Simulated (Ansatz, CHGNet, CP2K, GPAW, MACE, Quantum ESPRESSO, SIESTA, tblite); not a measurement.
**Quantum ESPRESSO on Σ5 (001) twist boundary in Ge (77 atoms): settings against a plane-wave reference**

How near does Quantum ESPRESSO come to plane waves for Σ5 (001) twist boundary in Ge (77 atoms)?

Program: Quantum ESPRESSO 7.5. Level of theory: the method is named at each step. Results are calculated unless marked as measured.

### 1. The starting structure

The cell holds 77 atoms: 77 Ge. Its edges and angles: a = 8.946 Å, b = 8.946 Å, c = 22.565 Å, α = 90.0°, β = 90.0°, γ = 90.0°. It derives from Ge (diamond-structure). Diamond-structure Ge (a = 5.658 Å); two grains turned against each other by 36.87 deg about [001]; 1 x 1 coincidence cells, 2 lattice periods a grain, two boundaries a cell, upper grain shifted by [0.031, 0.71] of the boundary cell and opened by 0.2 Å, one atom of each pair nearer than 2.009 Å removed; minimised with a classical potential (one cell length free). Then every atom was moved at random, 0.02 Å r.m.s. a Cartesian component. Regions: lower grain, 40 atoms (40 Ge); upper grain, 37 atoms (37 Ge). The structure's axis is c.

The yardstick, on the same geometry:

| Property | Result |
| --- | --- |
| method | Kohn-Sham DFT, PBE, PAW, plane waves (Ansatz 0.2.0); cutoff 420 eV, Γ point, fermi-dirac smearing of 0.05 eV; PAW set soft_2 |
| r.m.s. force component | 0.4075 eV/Å |
| longest force | 1.737 eV/Å |
| pressure | 5.506 GPa |
| SCF cycles | 11 |
| time | 23 s on 8 threads of Arm Neoverse V2, shared host |
| CPU time | 2.9 min |

### 2. PBE, sssp-1.3.0-efficiency, 45/360 Ry

Method: Kohn-Sham DFT, PBE, SSSP efficiency 1.3.0 pseudopotentials, plane waves.

pw.in

```
&control
  calculation = 'scf'
  pseudo_dir = './pseudo'
  outdir = './tmp'
  disk_io = 'none'
  tprnfor = .true.
  tstress = .true.
/
&system
  ibrav = 0
  nat = 77
  ntyp = 1
  ecutwfc = 45
  ecutrho = 360
  nosym = .true.
  occupations = 'smearing'
  smearing = 'fd'
  degauss = 0.003675
/
&electrons
  conv_thr = 3.9e-07
  electron_maxstep = 100
  mixing_beta = 0.2
  mixing_mode = 'local-TF'
  diagonalization = 'david'
/
ATOMIC_SPECIES
Ge 72.630 Ge.upf
CELL_PARAMETERS angstrom
8.94608 0.00000 0.00000
0.00000 8.94608 0.00000
0.00000 0.00000 22.56460
ATOMIC_POSITIONS crystal
Ge 0.99609 0.98407 0.01230
Ge 0.19070 0.09108 0.07423
Ge 0.38016 0.19493 0.01400
Ge 0.59008 0.28977 0.07051
Ge 0.81243 0.35691 0.01107
Ge 0.99045 0.49460 0.07030
Ge 0.69021 0.09790 0.13416
Ge 0.88598 0.19801 0.19658
Ge 0.19639 0.59673 0.00998
Ge 0.39673 0.70238 0.06814
Ge 0.59514 0.82505 0.00478
Ge 0.78825 0.90205 0.07496
Ge 0.08575 0.29536 0.13293
Ge 0.28795 0.39745 0.19209
Ge 0.49183 0.49660 0.13162
Ge 0.68789 0.59774 0.19340
Ge 0.88646 0.69382 0.13316
Ge 0.08764 0.79693 0.19388
Ge 0.98553 0.99625 0.25512
Ge 0.18636 0.09722 0.31830
Ge 0.38576 0.19237 0.25595
Ge 0.58242 0.29311 0.31424
Ge 0.78128 0.39146 0.25556
Ge 0.98226 0.49743 0.31570
Ge 0.67725 0.10142 0.37916
Ge 0.87603 0.20134 0.44193
Ge 0.28789 0.89066 0.13267
Ge 0.49078 0.99548 0.19392
Ge 0.18796 0.59550 0.25468
Ge 0.38519 0.70195 0.31514
Ge 0.58730 0.79842 0.25547
Ge 0.78256 0.89407 0.31927
Ge 0.07978 0.29605 0.37668
Ge 0.27647 0.41805 0.43666
Ge 0.48113 0.49802 0.37137
Ge 0.67630 0.57681 0.43961
Ge 0.87524 0.69295 0.37887
Ge 0.07728 0.79182 0.44087
Ge 0.28634 0.89547 0.37828
Ge 0.46592 0.00770 0.44346
Ge 0.64651 0.90838 0.51294
Ge 0.74940 0.11279 0.57193
Ge 0.94681 0.51228 0.57493
Ge 0.94865 0.01518 0.63422
Ge 0.04554 0.21411 0.69522
Ge 0.15968 0.91995 0.57037
Ge 0.27016 0.11875 0.50935
Ge 0.36119 0.31115 0.57239
Ge 0.46691 0.51277 0.51203
Ge 0.55237 0.71680 0.57404
Ge 0.35024 0.81519 0.63369
Ge 0.44253 0.01508 0.69485
Ge 0.54913 0.21430 0.63412
Ge 0.64549 0.41611 0.69563
Ge 0.74732 0.61562 0.63294
Ge 0.85053 0.81136 0.69612
[... 17 atom lines left out ...]
Ge 0.63674 0.42541 0.93500
Ge 0.74416 0.62188 0.87406
Ge 0.83539 0.81846 0.94238
Ge 0.13021 0.39544 0.88269
K_POINTS gamma
```

Launch:

```sh
> OMP_NUM_THREADS=1 mpirun -np 4 pw.x -in pw.in > output.txt
```

Log:

```text
Program PWSCF
     gamma-point specific algorithms are used
     one sub-group per band group will be used
     scalapack distributed-memory algorithm (size of sub-group:  2*  2 procs)
     Parallelization info
     sticks:   dense  smooth     PW     G-vecs:    dense   smooth      PW
     Min        2048    1021    258               351400   124179   15530
     Max        2050    1024    259               351410   124192   15533
     Sum        8197    4093   1033              1405621   496755   62123
     bravais-lattice index     =            0
     lattice parameter (alat)  =      16.9056  a.u.
     unit-cell volume          =   12186.8031 (a.u.)^3
     number of atoms/cell      =           77
     number of atomic types    =            1
     number of electrons       =      1078.00
     number of Kohn-Sham states=          647
     kinetic-energy cutoff     =      45.0000  Ry
     charge density cutoff     =     360.0000  Ry
     scf convergence threshold =      3.9E-07
     mixing beta               =       0.2000
     number of iterations used =            8  local-TF  mixing
     Exchange-correlation=  SLA  PW   PBX  PBC
                           (   1   4   3   4   0   0   0)
     crystal axes: (cart. coord. in units of alat)
               a(1) = (   1.000000   0.000000   0.000000 )
               a(2) = (   0.000000   1.000000   0.000000 )
               a(3) = (   0.000000   0.000000   2.522289 )
     reciprocal axes: (cart. coord. in units 2 pi/alat)
               b(1) = (  1.000000  0.000000  0.000000 )
               b(2) = (  0.000000  1.000000  0.000000 )
               b(3) = (  0.000000  0.000000  0.396465 )
     PseudoPot. # 1 for Ge:
     Pseudo is Ultrasoft + core correction, Zval = 14.0
     atomic species   valence    mass     pseudopotential
     Ge               14.00    72.63000     Ge( 1.00)
     No symmetry found
   Cartesian axes
     number of k points=     1  Fermi-Dirac smearing, width (Ry)=  0.0037
                       cart. coord. in units 2pi/alat
        k(    1) = (   0.0000000   0.0000000   0.0000000), wk =   2.0000000
     Dense  grid:   702811 G-vectors     FFT dimensions: ( 108, 108, 270)
     Smooth grid:   248378 G-vectors     FFT dimensions: (  75,  75, 192)
     Initial potential from superposition of free atoms
     starting charge    1077.9327, renormalised to    1078.0000
     Starting wfcs are  693 randomized atomic wfcs
     Self-consistent Calculation
     iteration #  1     ecut=    45.00 Ry     beta= 0.20
     Threshold (ethr) on eigenvalues was too large:
     Diagonalizing with lowered threshold
     total energy              =  -16449.87749849 Ry
     estimated scf accuracy    <       1.54585051 Ry
     iteration #  2     ecut=    45.00 Ry     beta= 0.20
     total energy              =  -16449.59351072 Ry
     estimated scf accuracy    <       1.14584264 Ry
     iteration #  3     ecut=    45.00 Ry     beta= 0.20
     total energy              =  -16449.67871022 Ry
     estimated scf accuracy    <       0.08449998 Ry
     iteration #  4     ecut=    45.00 Ry     beta= 0.20
     total energy              =  -16449.67261811 Ry
     estimated scf accuracy    <       0.10122860 Ry
     iteration #  5     ecut=    45.00 Ry     beta= 0.20
     total energy              =  -16449.67699766 Ry
     estimated scf accuracy    <       0.00947975 Ry
     iteration #  6     ecut=    45.00 Ry     beta= 0.20
     total energy              =  -16449.67740398 Ry
     estimated scf accuracy    <       0.01561083 Ry
     iteration #  7     ecut=    45.00 Ry     beta= 0.20
     total energy              =  -16449.67747871 Ry
     estimated scf accuracy    <       0.00526319 Ry
     iteration #  8     ecut=    45.00 Ry     beta= 0.20
     total energy              =  -16449.67727925 Ry
     estimated scf accuracy    <       0.00269949 Ry
     iteration #  9     ecut=    45.00 Ry     beta= 0.20
     total energy              =  -16449.67737000 Ry
     estimated scf accuracy    <       0.00049086 Ry
     iteration # 10     ecut=    45.00 Ry     beta= 0.20
     total energy              =  -16449.67736192 Ry
     estimated scf accuracy    <       0.00017236 Ry
     iteration # 11     ecut=    45.00 Ry     beta= 0.20
     total energy              =  -16449.67737801 Ry
     estimated scf accuracy    <       0.00001749 Ry
     iteration # 12     ecut=    45.00 Ry     beta= 0.20
     total energy              =  -16449.67737517 Ry
     estimated scf accuracy    <       0.00001498 Ry
     iteration # 13     ecut=    45.00 Ry     beta= 0.20
     total energy              =  -16449.67737695 Ry
     estimated scf accuracy    <       0.00000104 Ry
     iteration # 14     ecut=    45.00 Ry     beta= 0.20
     total energy              =  -16449.67737706 Ry
     estimated scf accuracy    <       0.00000050 Ry
     iteration # 15     ecut=    45.00 Ry     beta= 0.20
     End of self-consistent calculation
          k = 0.0000 0.0000 0.0000 ( 31062 PWs)   bands (ev):
   -17.0054 -16.9924 -16.9911 -16.9846 -16.9798 -16.9738 -16.9646 -16.9596
   -16.9564 -16.9525 -16.9484 -16.9466 -16.9427 -16.9420 -16.9386 -16.9361
   -16.9310 -16.9304 -16.9289 -16.9266 -16.9251 -16.9195 -16.9194 -16.9166
   -16.9143 -16.9118 -16.9112 -16.9104 -16.9097 -16.9083 -16.9073 -16.9066
   -16.9048 -16.9025 -16.8997 -16.8966 -16.8952 -16.8939 -16.8920 -16.8892
   -16.8876 -16.8855 -16.8841 -16.8832 -16.8810 -16.8787 -16.8774 -16.8761
   -16.8724 -16.8712 -16.8689 -16.8674 -16.8635 -16.8633 -16.8620 -16.8586
   -16.8572 -16.8553 -16.8546 -16.8536 -16.8533 -16.8503 -16.8483 -16.8466
   -16.8456 -16.8448 -16.8438 -16.8419 -16.8408 -16.8391 -16.8374 -16.8366
   -16.8354 -16.8336 -16.8322 -16.8318 -16.8306 -16.8291 -16.8282 -16.8273
   -16.8256 -16.8240 -16.8226 -16.8208 -16.8203 -16.8186 -16.8173 -16.8159
   -16.8152 -16.8137 -16.8131 -16.8114 -16.8088 -16.8077 -16.8064 -16.8043
[...]
11.5374  11.5912  11.6248  11.6895  11.7055  11.7603  11.8234  11.8703
    11.9342  12.0090  12.0534  12.0678  12.0860  12.1291  12.1770  12.1910
    12.2205  12.2561  12.3226  12.3423  12.3560  12.4097  12.4275  12.4644
    12.5221  12.5296  12.5454  12.5820  12.6272  12.6814  12.7089  12.7467
    12.7885  12.8440  12.8705  12.9279  12.9585  12.9679  13.0398  13.0771
    13.1204  13.1591  13.2046  13.2519  13.2664  13.3056  13.3184
     the Fermi energy is     7.9045 ev
!    total energy              =  -16449.67737748 Ry
     estimated scf accuracy    <       0.00000004 Ry
     smearing contrib. (-TS)   =      -0.02003287 Ry
     internal energy E=F+TS    =  -16449.65734461 Ry
     The total energy is F=E-TS. E is the sum of the following terms:
     one-electron contribution =  -11309.74105996 Ry
     hartree contribution      =    6637.49817347 Ry
     xc contribution           =   -4489.61960254 Ry
     ewald contribution        =   -7287.79485558 Ry
     convergence has been achieved in  15 iterations
     Forces acting on atoms (cartesian axes, Ry/au):
     atom    1 type  1   force =     0.02542091   -0.01655260    0.00370784
     atom    2 type  1   force =    -0.00896848   -0.00218780    0.01278526
     atom    3 type  1   force =    -0.01542892    0.03531146   -0.02474704
     atom    4 type  1   force =     0.00777985   -0.00960064    0.00277111
     atom    5 type  1   force =    -0.01019505   -0.00214259   -0.00714813
     atom    6 type  1   force =     0.01084657    0.02185869   -0.00378642
     atom    7 type  1   force =    -0.00643473    0.00515588    0.02344708
     atom    8 type  1   force =     0.00666787   -0.00223736   -0.01964163
     atom    9 type  1   force =    -0.01713831   -0.01985137   -0.06208934
     atom   10 type  1   force =     0.01111157   -0.00983393   -0.00752043
     atom   11 type  1   force =     0.01040749    0.00143773    0.00394333
     atom   12 type  1   force =    -0.00574318    0.00696028    0.00354984
[...]
atom   73 type  1   force =     0.00460209    0.00355863    0.00734807
     atom   74 type  1   force =    -0.00980370    0.02850872    0.00034910
     atom   75 type  1   force =     0.02185416   -0.01089226    0.03453596
     atom   76 type  1   force =     0.00337518   -0.03851717   -0.00650951
     atom   77 type  1   force =     0.01411416    0.02595048    0.04845080
     Total force =     0.240273     Total SCF correction =     0.001324
     Computing stress (Cartesian axis) and pressure
          total   stress  (Ry/bohr**3)                   (kbar)     P=       52.83
   0.00036423   0.00000747   0.00006360           53.58        1.10        9.36
   0.00000747   0.00031847  -0.00002319            1.10       46.85       -3.41
   0.00006360  -0.00002319   0.00039470            9.36       -3.41       58.06
     Message from routine punch:
     Nothing written, as per user request (disk_io='none')
```

The job ended after 6 min (4 MPI ranks of Arm Neoverse V2, shared host; peak memory 6 GiB).

Banners, paths, timers and routine set-up lines are dropped from the logs unmarked, and long logs keep their key lines alone; longer cuts are marked.

Against the reference:

```yaml
r_m_s_force_component: 0.4065 eV/Å
r_m_s_difference_of_force_components: 2.606 meV/Å
longest_difference_of_force_vectors: 9.677 meV/Å
force_difference_over_r_m_s_force: 0.6394 %
slope_of_forces_against_the_reference_s: 0.9974
correlation_of_force_components: 1
pressure: 5.283 GPa
pressure_difference: -0.2231 GPa
```

The surroundings of Ge9, which bears the longest force, nearest first, numbered as they follow in the input and with coordinates relative to it.

```
atom      x      y      z  distance (Å)  bonds     Fx     Fy  Fz (eV/Å)
 Ge9   0.00   0.00   0.00          0.00      2  -0.44  -0.51      -1.60
Ge10   1.79   0.95   1.31          2.41      4   0.29  -0.25      -0.19
 Ge6  -1.84  -0.91   1.36          2.47      4   0.28   0.56      -0.10
Ge77  -0.59  -1.80  -2.87          3.44      3   0.36   0.67       1.25
Ge71   1.36   2.01  -2.98          3.84      3  -0.04  -0.43       1.03
 Ge1  -1.79   3.47   0.05          3.90      4   0.65  -0.43       0.10
Ge27   0.82   2.63   2.77          3.90      4   0.60   0.25       0.32
Ge15   2.64  -0.90   2.74          3.91      4  -0.03  -0.02      -0.44
 Ge3   1.64  -3.59   0.09          3.95      3  -0.40   0.91      -0.64
```

Forces lie 0.64 % from the reference's, at 8.4 times its CPU time (on 4 against 8 cores).

### 3. Summary of results

```yaml
force_difference_from_the_reference: QE PBE, sssp-1.3.0-efficiency, 45/360 Ry, 0.64 %
its_cpu_time: 24 min
```

In words: PBE on plane waves or a grid with other potentials, cutoffs or grids differs from the reference by 0.64 % (QE PBE, sssp-1.3.0-efficiency, 45/360 Ry) of the r.m.s. force; this holds the reference's own error, so differences of a few per cent don't tell which side is nearer the exact PBE result (QE's 45 Ry are 612 eV, against the reference's 420 eV). The host structure and its lattice constant were typed by rule, without a check against the phase diagram. The reference's pressure of 5.5 GPa says that the cell would expand at this level of theory. The electronic-structure runs sample only Γ, in a cell whose shortest periodic width is 9 Å, which is coarse for a cell with partly filled levels.

[Also dropped from logs without a mark: logging warnings of Python, and SIESTA's first energy breakdown and zero terms.]

[Logs are printed without paths, hosts, clocks, repeated set-up lines and the standing remarks that a program may print on its own settings, such as how far it seeks lower states.]

[Hosts, paths, dates, database ids (printed as entryN), source tags and the programs' standing remarks are cut or masked in the printed files.]
